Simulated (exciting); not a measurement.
The O K edge of atom 4 in MgZn2O3, space group P-3m1, with 6 Zn at 2.16 Å (octahedral, site symmetry -3m), was computed at 2 levels: exchange and screened direct term (singlet BSE) and independent particles. Common settings: exciting, all-electron LAPW+lo, LDA, 5×5×2 shifted k points, 23 conduction bands, |G+q| up to 3 bohr⁻¹, full RPA screening with nempty = 47, Lorentzian half width 0.45 eV.

Energy from the Kohn–Sham onset, core level to the lowest empty state found on the meshes used; all runs on one relative scale:

| E (eV) | run 1 | run 2 |
| --- | --- | --- |
| -2.5 | 0.02 | 0.05 |
| -2.0 | 0.02 | 0.06 |
| -1.5 | 0.03 | 0.07 |
| -1.0 | 0.03 | 0.10 |
| -0.5 | 0.04 | 0.15 |
| 0.0 | 0.05 | 0.25 |
| 0.5 | 0.08 | 0.47 |
| 1.0 | 0.11 | 0.81 |
| 1.5 | 0.18 | 1.20 |
| 2.0 | 0.24 | 1.81 |
| 2.5 | 0.34 | 1.91 |
| 3.0 | 0.51 | 1.51 |
| 3.5 | 0.74 | 1.25 |
| 4.0 | 0.97 | 0.99 |
| 4.5 | 1.07 | 0.93 |
| 5.0 | 0.86 | 0.84 |
| 5.5 | 0.85 | 0.94 |
| 6.0 | 0.75 | 1.31 |
| 6.5 | 0.73 | 1.33 |
| 7.0 | 0.88 | 1.09 |
| 7.5 | 1.29 | 0.87 |
| 8.0 | 1.39 | 0.70 |
| 8.5 | 1.55 | 0.48 |
| 9.0 | 1.76 | 0.33 |
| 9.5 | 1.30 | 0.24 |
| 10.0 | 0.77 | 0.20 |
| 10.5 | 0.47 | 0.22 |
| 11.0 | 0.36 | 0.33 |
| 11.5 | 0.38 | 0.44 |
| 12.0 | 0.55 | 0.45 |
| 12.5 | 0.70 | 0.38 |
| 13.0 | 0.67 | 0.27 |
| 13.5 | 0.62 | 0.17 |
| 14.0 | 0.48 | 0.13 |
| 14.5 | 0.30 | 0.12 |
| 15.0 | 0.26 | 0.11 |
| 15.5 | 0.21 | 0.11 |
| 16.0 | 0.19 | 0.11 |
| 16.5 | 0.18 | 0.10 |
| 17.0 | 0.16 | 0.10 |
| 17.5 | 0.15 | 0.11 |
| 18.0 | 0.15 | 0.12 |
| 18.5 | 0.15 | 0.14 |

**Question.** Which run is which, and why?

Run 1: independent particles; highest local maximum in the window at 9.0 eV. Run 2: exchange and screened direct term (singlet BSE); highest local maximum in the window at 2.2 eV. The attractive direct term pulls weight down: the curves pass 0.31 at 2.4 and 0.2 eV in the order of the runs. Fine structure above the first lines is partly noise of the 50-point mesh.

[Hosts, paths, dates, database ids (printed as entryN), source tags and the programs' standing remarks are cut or masked in the printed files.]
